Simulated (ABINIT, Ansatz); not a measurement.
## Lattice dynamics of Tm (P6_3/mmc) in two programs

Aim: the phonon dispersion of Tm (P6_3/mmc), checked by a second program.

Calculated with ABINIT 10.8.3; DFT PBEsol, scalar-relativistic, plane waves, PseudoDojo norm-conserving, 4f in core pseudopotentials (the lanthanide files made for PBE).

Report form: the programs' logs are mostly left out.

### Step 1. Starting point

It takes space group P6_3/mmc (No. 194, hexagonal). Conventional cell: a = 3.538 Å, b = 3.538 Å, c = 5.555 Å, α = 90.00°, β = 90.00°, γ = 120.00°. Nearest to Tm lie 12 Tm at 3.45 to 3.54 Å.

### Step 2. A probe with smearing

A first run with smearing and empty bands tells whether the crystal has a gap, which decides between fixed occupations and smearing later on.

probe.abi reads:

```
# ground state
tolvrs 1.0d-08
prtden 1
prtwf 1

# basis, mesh and filling
ecut 21.0
ixc -116133
ngkpt 6 6 4
nshiftk 1
shiftk 0.0 0.0 0.0
istwfk *1
occopt 7
tsmear 0.005
nband 18
nstep 100
diemac 9.0
prtebands 0
prtgsr 0

# cell and atoms
acell 6.684906166 6.684906166 10.49667273
rprim 
    1.0 0.0 0.0
    -0.5 0.8660254038 0.0
    0.0 0.0 1.0
ntypat 1
znucl 69
natom 2
typat 1 1
xred 
    1/3 2/3 0.25
    2/3 1/3 0.75
pp_dirpath "./pseudo"
pseudos "Tm.upf"
```

Started as:

```console
$ OMP_NUM_THREADS=1 mpirun -n 4 abinit probe.abi > probe.log
```

Run time: 7 s. Hardware: 4 MPI ranks of Arm Neoverse V1, shared host; 28 s of CPU time.

Numbers from this step:

- volume per atom: 30.10 Å³
- pressure: -4.970 GPa
- gap on the k-mesh: 0 eV

No gap opens on this mesh, so smearing is kept; the printed pressure holds the stress of the finite basis too.

### Step 3. Relaxation

The harmonic expansion needs vanishing forces, and a free crystal bears no stress, so cell and atoms are brought to rest. Stress is more sensitive to the basis than forces are: the last 3 Ha under the cutoff are smoothed with ecutsm, and the cutoff is raised above that of the later runs.

relax.abi reads:

```
# relaxation
ionmov 2
optcell 2
dilatmx 1.08
ntime 40
tolmxf 1.0d-05
tolvrs 1.0d-14
prtwf 0
prtden 0
chksymtnons 0

# basis, mesh and filling
ecut 27.0
ecutsm 3.0
ixc -116133
ngkpt 9 9 6
nshiftk 1
shiftk 0.0 0.0 0.0
istwfk *1
occopt 7
tsmear 0.01
nband 18
nstep 100
diemac 1000000.0
prtebands 0
prtgsr 0

# cell and atoms
acell 6.684906166 6.684906166 10.49667273
rprim 
    1.0 0.0 0.0
    -0.5 0.8660254038 0.0
    0.0 0.0 1.0
ntypat 1
znucl 69
natom 2
typat 1 1
xred 
    1/3 2/3 0.25
    2/3 1/3 0.75
pp_dirpath "./pseudo"
pseudos "Tm.upf"
```

Started as:

```console
$ OMP_NUM_THREADS=1 mpirun -n 4 abinit relax.abi > relax.log
```

Elapsed: 2.9 min, on 4 MPI ranks; 11 min of CPU time.

Step by step:

| step | energy less that of the first step (eV) | largest force (eV/Å) | volume (Å³) |
| --- | --- | --- | --- |
| 1 | 0.0000 | 0.0000 | 60.20 |
| 2 | -0.0056 | 0.0000 | 59.78 |
| 3 | -0.0226 | 0.0000 | 57.03 |
| 4 | -0.0226 | 0.0000 | 57.15 |
| 5 | -0.0226 | 0.0000 | 57.16 |
| 6 | -0.0227 | 0.0000 | 57.20 |
| 7 | -0.0227 | 0.0000 | 57.17 |
| 8 | -0.0227 | 0.0000 | 57.16 |

```
conventional cell, symmetrised  before  after  change
                         a (Å)   3.538  3.485  -1.5 %
                         b (Å)   3.538  3.485  -1.5 %
                         c (Å)   5.555  5.435  -2.2 %
              volume (Å³/atom)   30.10  28.58  -5.0 %
```

The relaxed structure:

```xyz
2
Lattice="3.4851 0.0000 0.0000 -1.7425 3.0182 0.0000 0.0000 0.0000 5.4345" Properties=species:S:1:pos:R:3 pbc="T T T"
Tm    0.0000    2.0121    1.3586
Tm    1.7425    1.0061    4.0759
```

This step gave:

| Item | Value |
| --- | --- |
| volume per atom | 28.58 Å³ |
| pressure | -7.16e-4 GPa |

The volume changes by -5.0 % in this run and stands -5.0 % from the first cell.

### Step 4. Ground state

First-order wavefunctions inherit every error of the ground state, hence the very tight tolvrs. Smearing stays on, as the first look found no gap above 0.3 eV.

gs.abi reads:

```
# ground state
tolvrs 1.0d-16
prtden 1
prtwf 1

# basis, mesh and filling
ecut 21.0
ixc -116133
ngkpt 9 9 6
nshiftk 1
shiftk 0.0 0.0 0.0
istwfk *1
occopt 7
tsmear 0.01
nband 18
nstep 100
diemac 1000000.0
prtebands 0
prtgsr 0

# cell and atoms
acell 6.585816974 6.585816974 10.26974506
rprim 
    1.0 0.0 0.0
    -0.5 0.8660254038 0.0
    0.0 0.0 1.0
ntypat 1
znucl 69
natom 2
typat 1 1
xred 
    1/3 2/3 0.25
    2/3 1/3 0.75
pp_dirpath "./pseudo"
pseudos "Tm.upf"
```

Started as:

```console
$ OMP_NUM_THREADS=1 mpirun -n 4 abinit gs.abi > gs.log
```

It took 18 s on 4 MPI ranks.

This step gave:

| Property | Result |
| --- | --- |
| pressure | -2.799 GPa |

The cell stands at -2.8 GPa: the relaxation ran with a smoothed and higher cutoff, and the difference is a stress of the finite basis.

### Step 5. Linear response at Γ

At q = 0 one unit cell holds all displacements. The response is solved for single atoms along the cell's directions, and symmetry skips those that follow from others. The crystal is treated as a metal, which screens a static field, so no field response is asked.

dfpt_gamma.abi reads:

```

# common to the responses
getwfk_filepath "gso_WFK"
kptopt 2
nqpt 1
qpt 0.0 0.0 0.0
asr 0
chneut 0

# displacements
rfphon 1
rfatpol 1 2
rfdir 1 1 1
tolvrs 1.0d-10
prtwf 0
prtpot 1

# basis, mesh and filling
ecut 21.0
ixc -116133
ngkpt 9 9 6
nshiftk 1
shiftk 0.0 0.0 0.0
istwfk *1
occopt 7
tsmear 0.01
nband 18
nstep 100
diemac 1000000.0
prtebands 0
prtgsr 0

# cell and atoms
acell 6.585816974 6.585816974 10.26974506
rprim 
    1.0 0.0 0.0
    -0.5 0.8660254038 0.0
    0.0 0.0 1.0
ntypat 1
znucl 69
natom 2
typat 1 1
xred 
    1/3 2/3 0.25
    2/3 1/3 0.75
pp_dirpath "./pseudo"
pseudos "Tm.upf"
```

Started as:

```console
$ OMP_NUM_THREADS=1 mpirun -n 4 abinit dfpt_gamma.abi > dfpt_gamma.log
```

The job ended after 72 s (4 MPI ranks).

Numbers from this step:

```yaml
largest_acoustic_frequency_at_the_zone_centre_before_the_sum_rule: 4.08 cm⁻¹
highest_optical_zone_centre_mode_no_lo_to_term: 119.8 cm⁻¹
lowest_optical_zone_centre_mode: 68.72 cm⁻¹
```

The acoustic modes at Γ come out as far as 4.1 cm⁻¹ from zero, where they should vanish, a small numerical error.

### Step 6. Phonons on a q mesh

Linear response treats each wavevector of the 3×3×2 mesh in the unit cell; the first-order potentials are kept for the electron-phonon matrix elements.

dfpt_q.abi reads:

```
ndtset 5

# wavevectors
qpt1 0.3333333333 0.0 0.0
qpt2 0.3333333333 0.3333333333 0.0
qpt3 0.0 0.0 0.5
qpt4 0.3333333333 0.0 0.5
qpt5 0.3333333333 0.3333333333 0.5

# displacements
getwfk_filepath "gso_WFK"
getwfq_filepath "gso_WFK"
kptopt 3
nqpt 1
rfphon 1
rfatpol 1 2
rfdir 1 1 1
tolvrs 1.0d-10
prtwf 0
prtpot 1

# basis, mesh and filling
ecut 21.0
ixc -116133
ngkpt 9 9 6
nshiftk 1
shiftk 0.0 0.0 0.0
istwfk *1
occopt 7
tsmear 0.01
nband 18
nstep 100
diemac 1000000.0
prtebands 0
prtgsr 0

# cell and atoms
acell 6.585816974 6.585816974 10.26974506
rprim 
    1.0 0.0 0.0
    -0.5 0.8660254038 0.0
    0.0 0.0 1.0
ntypat 1
znucl 69
natom 2
typat 1 1
xred 
    1/3 2/3 0.25
    2/3 1/3 0.75
pp_dirpath "./pseudo"
pseudos "Tm.upf"
```

Started as:

```console
$ OMP_NUM_THREADS=1 mpirun -n 4 abinit dfpt_q.abi > dfpt_q.log
```

Run time: 25 min. Hardware: 4 MPI ranks; 1.7 h of CPU time.

Read from the output:

| Item | Value |
| --- | --- |
| lowest mode on the q mesh (acoustic ones at the zone centre apart) | 50.05 cm⁻¹ |

Frequencies (cm⁻¹) before the sum rule at the irreducible wavevectors but Γ, which is solved apart; negative means imaginary. Frequencies by wavevector:

```
    q (fractions)  star  mode 1  mode 2  mode 3  mode 4  mode 5  mode 6
       0.3333 0 0     6   53.33   57.17   88.19   93.38   98.41   114.9
  0.3333 0.3333 0     2   84.88   84.88   88.15   88.15   98.98   107.1
          0 0 0.5     1   50.05   50.05   50.05   50.05   84.83   84.83
     0.3333 0 0.5     6   67.61   67.61   73.21   73.21   104.5   104.5
0.3333 0.3333 0.5     2   52.62   52.62     100     100   105.8   105.8
```

### Step 7. Interpolated phonon bands

anaddb transforms the dynamical matrices to force constants and back along the path; points of the mesh come back as solved, but for the sum rule and, in polar crystals, the LO-TO term at Γ; the rest is interpolation.

anaddb.abi reads:

```
ddb_filepath "all_DDB"
output_file "anaddb.abo"
outdata_prefix "anaddb"
ifcflag 1
ngqpt 3 3 2
nqshft 1
q1shft 0.0 0.0 0.0
asr 1
chneut 0
dipdip 0
dipquad 0
quadquad 0
enunit 0
eivec 0
nph1l 93
qph1l 
    0.0 0.0 0.0 1.0
    0.05 0.0 0.0 1.0
    0.1 0.0 0.0 1.0
    0.15 0.0 0.0 1.0
    0.2 0.0 0.0 1.0
    0.25 0.0 0.0 1.0
    0.3 0.0 0.0 1.0
    0.35 0.0 0.0 1.0
    0.4 0.0 0.0 1.0
    0.45 0.0 0.0 1.0
    0.5 0.0 0.0 1.0
    0.48333333 0.03333333 0.0 1.0
    0.46666667 0.06666667 0.0 1.0
    0.45 0.1 0.0 1.0
    0.43333333 0.13333333 0.0 1.0
    0.41666667 0.16666667 0.0 1.0
    0.4 0.2 0.0 1.0
    0.38333333 0.23333333 0.0 1.0
    0.36666667 0.26666667 0.0 1.0
    0.35 0.3 0.0 1.0
    0.33333333 0.33333333 0.0 1.0
    0.3 0.3 0.0 1.0
    0.26666667 0.26666667 0.0 1.0
    0.23333333 0.23333333 0.0 1.0
    0.2 0.2 0.0 1.0
    0.16666667 0.16666667 0.0 1.0
    0.13333333 0.13333333 0.0 1.0
    0.1 0.1 0.0 1.0
    0.06666667 0.06666667 0.0 1.0
    0.03333333 0.03333333 0.0 1.0
    0.0 0.0 0.0 1.0
    0.0 0.0 0.05 1.0
    0.0 0.0 0.1 1.0
    0.0 0.0 0.15 1.0
    0.0 0.0 0.2 1.0
    0.0 0.0 0.25 1.0
    0.0 0.0 0.3 1.0
    0.0 0.0 0.35 1.0
    0.0 0.0 0.4 1.0
    0.0 0.0 0.45 1.0
    0.0 0.0 0.5 1.0
    0.05 0.0 0.5 1.0
    0.1 0.0 0.5 1.0
    0.15 0.0 0.5 1.0
    0.2 0.0 0.5 1.0
    0.25 0.0 0.5 1.0
    0.3 0.0 0.5 1.0
    0.35 0.0 0.5 1.0
    0.4 0.0 0.5 1.0
    0.45 0.0 0.5 1.0
    0.5 0.0 0.5 1.0
    0.48333333 0.03333333 0.5 1.0
    0.46666667 0.06666667 0.5 1.0
    0.45 0.1 0.5 1.0
    0.43333333 0.13333333 0.5 1.0
    0.41666667 0.16666667 0.5 1.0
    0.4 0.2 0.5 1.0
    0.38333333 0.23333333 0.5 1.0
    0.36666667 0.26666667 0.5 1.0
    0.35 0.3 0.5 1.0
    0.33333333 0.33333333 0.5 1.0
    0.3 0.3 0.5 1.0
    0.26666667 0.26666667 0.5 1.0
    0.23333333 0.23333333 0.5 1.0
    0.2 0.2 0.5 1.0
    0.16666667 0.16666667 0.5 1.0
    0.13333333 0.13333333 0.5 1.0
    0.1 0.1 0.5 1.0
    0.06666667 0.06666667 0.5 1.0
    0.03333333 0.03333333 0.5 1.0
    0.0 0.0 0.5 1.0
    0.5 0.0 0.5 1.0
    0.5 0.0 0.45 1.0
    0.5 0.0 0.4 1.0
    0.5 0.0 0.35 1.0
    0.5 0.0 0.3 1.0
    0.5 0.0 0.25 1.0
    0.5 0.0 0.2 1.0
    0.5 0.0 0.15 1.0
    0.5 0.0 0.1 1.0
    0.5 0.0 0.05 1.0
    0.5 0.0 0.0 1.0
    0.33333333 0.33333333 0.5 1.0
    0.33333333 0.33333333 0.45 1.0
    0.33333333 0.33333333 0.4 1.0
    0.33333333 0.33333333 0.35 1.0
    0.33333333 0.33333333 0.3 1.0
    0.33333333 0.33333333 0.25 1.0
    0.33333333 0.33333333 0.2 1.0
    0.33333333 0.33333333 0.15 1.0
    0.33333333 0.33333333 0.1 1.0
    0.33333333 0.33333333 0.05 1.0
    0.33333333 0.33333333 0.0 1.0
```

mrgddb.in reads:

```
all_DDB
merged
6
dfpt_gammao_DDB
dfpt_qo_DS1_DDB
dfpt_qo_DS2_DDB
dfpt_qo_DS3_DDB
dfpt_qo_DS4_DDB
dfpt_qo_DS5_DDB
```

Started as:

```console
$ mrgddb < mrgddb.in > mrgddb.log
$ OMP_NUM_THREADS=1 anaddb anaddb.abi > anaddb.log
```

Run time: 0.53 s. Hardware: 1 thread.

This step gave:

- lowest frequency on the path: 0 cm⁻¹

Anaddb. Phonon branches along the path, in cm⁻¹:

```csv
point,branch 1,branch 2,branch 3,branch 4,branch 5,branch 6
Γ,0,0,0,69,69,120
halfway,45,46,72,86,91,118
M,59,68,100,102,104,109
halfway,70,73,92,102,103,106
K,85,85,88,88,99,107
halfway,52,59,71,93,94,116
Γ,0,0,0,69,69,120
halfway,28,28,46,64,64,111
A,50,50,50,50,85,85
halfway,67,67,67,67,96,96
L,67,67,78,78,113,113
halfway,58,58,90,90,110,110
H,53,53,100,100,106,106
halfway,61,61,78,78,98,98
A,50,50,50,50,85,85
jump to L,67,67,78,78,113,113
halfway,63,64,88,93,108,113
M,59,68,100,102,104,109
jump to H,53,53,100,100,106,106
halfway,65,65,99,101,101,104
K,85,85,88,88,99,107
```

All branches are real along the path.

### Step 8. Density of states

Sums over the zone need many more wavevectors than were solved, so the interpolation is sampled on a dense mesh.

anaddb.abi reads:

```
ddb_filepath "all_DDB"
output_file "anaddb.abo"
outdata_prefix "anaddb"
ifcflag 1
ngqpt 3 3 2
nqshft 1
q1shft 0.0 0.0 0.0
asr 1
chneut 0
dipdip 0
dipquad 0
quadquad 0
prtdos 2
ng2qpt 15 15 8
dosdeltae 4.5563e-06
ntemper 11
temperinc 100.0
tempermin 0.0
```

Started as:

```console
$ OMP_NUM_THREADS=1 anaddb anaddb.abi > anaddb.log
```

Elapsed: 0.55 s, on 1 thread.

Numbers from this step:

```yaml
share_of_modes_beyond_3i_cm_minus1_on_the_dense_interpolated_mesh: 0
zero_point_energy_per_atom: 15.16 meV
heat_capacity_at_300_k: 24.61 J/(mol atoms K)
vibrational_entropy_at_300_k: 49.56 J/(mol atoms K)
```

The phonon density of states has structure finer than the step of the table below, so its rows give means over 5 cm⁻¹, whole bins alone (the curve runs from -30 to 150 cm⁻¹). Peaks (cm⁻¹: height): 60.0: 0.105, 87.0: 0.101, 104.0: 0.112, 111.0: 0.128.

Tetrahedra. Table of phonon density of states by wavenumber; means over each step:

wavenumber (cm⁻¹), phonon density of states (1/cm⁻¹/cell) and a bar:
```
        0      0.000 
        5      0.000 
       10      0.000 
       15      0.001 
       20      0.002 #
       25      0.004 #
       30      0.007 ##
       35      0.010 ###
       40      0.015 ####
       45      0.022 ######
       50      0.036 #########
       55      0.088 #######################
       60      0.097 #########################
       65      0.083 #####################
       70      0.074 ###################
       75      0.067 #################
       80      0.078 ####################
       85      0.090 #######################
       90      0.086 ######################
       95      0.086 ######################
      100      0.089 #######################
      105      0.099 #########################
      110      0.118 ##############################
      115      0.038 ##########
      120      0.008 ##
      125      0.000
```

Harmonic thermodynamic functions per atom, summed over the density of states scaled to three modes an atom; melting is ignored. Thermodynamic functions:

```
T (K)  F_vib (meV/atom)  S (J/mol-atom/K)  C_V (J/mol-atom/K)
    0             15.16                 0                   0
   50             13.49             9.908               16.04
  100              4.62             23.45               22.14
  200            -28.93             39.66                24.2
  300             -75.5             49.56               24.61
  400            -130.7             56.66               24.75
  500            -192.4              62.2               24.82
  600            -259.3             66.73               24.86
  700            -330.5             70.56               24.88
  800            -405.4             73.88                24.9
  900            -483.5             76.82               24.91
 1000            -564.5             79.44               24.91
```

At 300 K the heat capacity has reached 99 % of the Dulong-Petit value.

### Step 9. Cross-check with Ansatz

A second program on the same cell, potentials, cutoff and meshes tests the implementation of the phonon response, not its convergence.

This step: DFT PBEsol, scalar-relativistic, plane waves, norm-conserving pseudopotentials, 4f in core (Ansatz 0.2.0).

input.yaml reads:

```yaml
crystal:
  lattice:
    - [3.4850642579, 0.0, 0.0]
    - [-1.742532129, 3.0181541812, 0.0]
    - [0.0, 0.0, 5.4345150459]
  atoms:
    - { symbol: Tm, position: [0.3333333333, 0.6666666667, 0.25] }
    - { symbol: Tm, position: [0.6666666667, 0.3333333333, 0.75] }
kpoints:
  mp_grid: { grid: [9, 9, 6] }
hamiltonian:
  xc: pbesol
  pseudopotentials:
    kind: nc
    azcp: { Tm: "pseudopotentials/pbe/nc/lanthanide_3plus/Tm.nc.azcp" }
    accuracy: standard
scf:
  occupations: { method: gaussian, width: 0.27211 }
output:
  eigenvalues: true
basis:
  ecutwfc: 571.439
phonons:
  method: dfpt
  qmesh: [3, 3, 2]
  temperatures: { t_max: 1000, t_step: 50 }
  qpath:
    path:
      - [[0.0, 0.0, 0.0], [0.5, 0.0, 0.0], [0.33333333, 0.33333333, 0.0], [0.0, 0.0, 0.0], [0.0, 0.0, 0.5], [0.5, 0.0, 0.5], [0.33333333, 0.33333333, 0.5], [0.0, 0.0, 0.5]]
      - [[0.5, 0.0, 0.5], [0.5, 0.0, 0.0]]
      - [[0.33333333, 0.33333333, 0.5], [0.33333333, 0.33333333, 0.0]]
    npoints: 10
  electrical_resistivity: { temperatures: [77, 300], mesh: [18, 18, 12] }
```

Started as:

```console
$ ansatz run input.yaml --threads 4 --pin off --max-ram 16384MiB --backend cpu --events-out ev --progress --plain --runs-dir out
```

Run time: 4.5 min. Hardware: 4 threads; peak memory 2.3 GiB; 17 min of CPU time.

Numbers from this step:

```
sum-rule residual before enforcement                               : 2.41e-5 eV/Å²
mean frequency                                                     : 81.6 cm⁻¹
Debye temperature (second moment)                                  : 157 K
logarithmic mean frequency                                         : 78.2 cm⁻¹
lowest optical zone-centre mode                                    : 68.73 cm⁻¹
lowest mode on the q mesh (acoustic ones at the zone centre apart) : 50.1 cm⁻¹
zero-point energy per atom                                         : 15.17 meV
heat capacity at 300 K                                             : 24.60 J/(mol atoms K)
vibrational entropy at 300 K                                       : 49.57 J/(mol atoms K)
```

### Step 10. The two compared: ABINIT PseudoDojo and Ansatz, PseudoDojo

Worked out from the results:

```yaml
root_mean_square_difference: 0.04 cm⁻¹
largest_difference: 0.1 cm⁻¹
root_mean_square_difference_on_the_path: 0 cm⁻¹
largest_difference_on_the_path: 0.1 cm⁻¹
```

The 12 of 33 modes that differ most. Frequencies side by side:

```
q (reciprocal lattice)  mode  ABINIT PseudoDojo (cm⁻¹)  Ansatz, PseudoDojo (cm⁻¹)
                 0 0 0     6                     119.8                      119.8
            0.3333 0 0     1                     53.33                      53.39
            0.3333 0 0     2                     57.17                      57.07
            0.3333 0 0     6                     114.9                      114.9
       0.3333 0.3333 0     3                     88.15                      88.09
       0.3333 0.3333 0     4                     88.15                      88.09
               0 0 0.5     1                     50.05                       50.1
               0 0 0.5     2                     50.05                       50.1
               0 0 0.5     3                     50.05                       50.1
               0 0 0.5     4                     50.05                       50.1
               0 0 0.5     5                     84.83                      84.76
               0 0 0.5     6                     84.83                      84.76
```

The interpolated bands of the two lie on top of each other.

At the solved wavevectors the largest difference (acoustic modes at Γ apart) is 0.08 % of the highest mode.

### Step 11. Results

| Property | Result |
| --- | --- |
| space group after relaxation | P6_3/mmc |
| volume per atom | 28.6 Å³ |
| highest optical zone-centre mode (no LO-TO term) | 119.8 cm⁻¹ |
| lowest optical zone-centre mode | 68.7 cm⁻¹ |
| q mesh | 3×3×2 |
| lowest mode on the q mesh (acoustic ones at the zone centre apart) | 50.0 cm⁻¹ |
| zero-point energy per atom | 15.2 meV |
| heat capacity at 300 K | 24.6 J/(mol atoms K) |
| vibrational entropy at 300 K | 49.6 J/(mol atoms K) |
| imaginary modes on the q mesh | none |
| largest difference from Ansatz, PseudoDojo | 0.1 cm⁻¹ |

In words: Tm (P6_3/mmc) is dynamically stable on the 3×3×2 mesh; its spectrum reaches 120 cm⁻¹. At the PBEsol level the optical modes of Tm (P6_3/mmc) at the zone centre run from 69 to 120 cm⁻¹. Along axes with an odd number of divisions the mesh misses the zone-boundary points at one half, where instabilities often lie; those are only interpolated. The base run prints -2.8 GPa, mostly the error of a finite basis; the relaxation, with a smoothed and higher cutoff, had brought the cell to rest. An error of this size shows a cutoff that is short for these files. ABINIT PseudoDojo and Ansatz, PseudoDojo agree to 0.10 cm⁻¹ (0.08 % of the highest mode compared) on all solved modes but the acoustic ones at Γ. These are harmonic frequencies at zero temperature: anharmonic shifts and linewidths and thermal expansion are left out. Spin-orbit coupling is left out, which can matter for the heavy elements here. In a metal the frequencies hang on the k mesh and the smearing, most of all near Kohn anomalies. The 4f electrons are frozen in the core as for a trivalent ion, in files made for PBE, so their moments and any magnetic order are left out. Ansatz warns that the cutoff lies 16 % under the one recommended for these files; agreement at one cutoff is not convergence. The relaxed cell is 5 % smaller in volume than the measured one, and all results belong to that cell. Electron-phonon sums were run after this but are left out, since no second program bore their λ out within 30 %; a λ that a log prints is not taken as a result.

[Host names and launcher messages were left out of these logs when they were recorded.]

[Logs are printed without paths, hosts, clocks, repeated set-up lines and the standing remarks that a program may print on its own settings, such as how far it seeks lower states.]

[Hosts, paths, dates, database ids (printed as entryN), source tags and the programs' standing remarks are cut or masked in the printed files.]
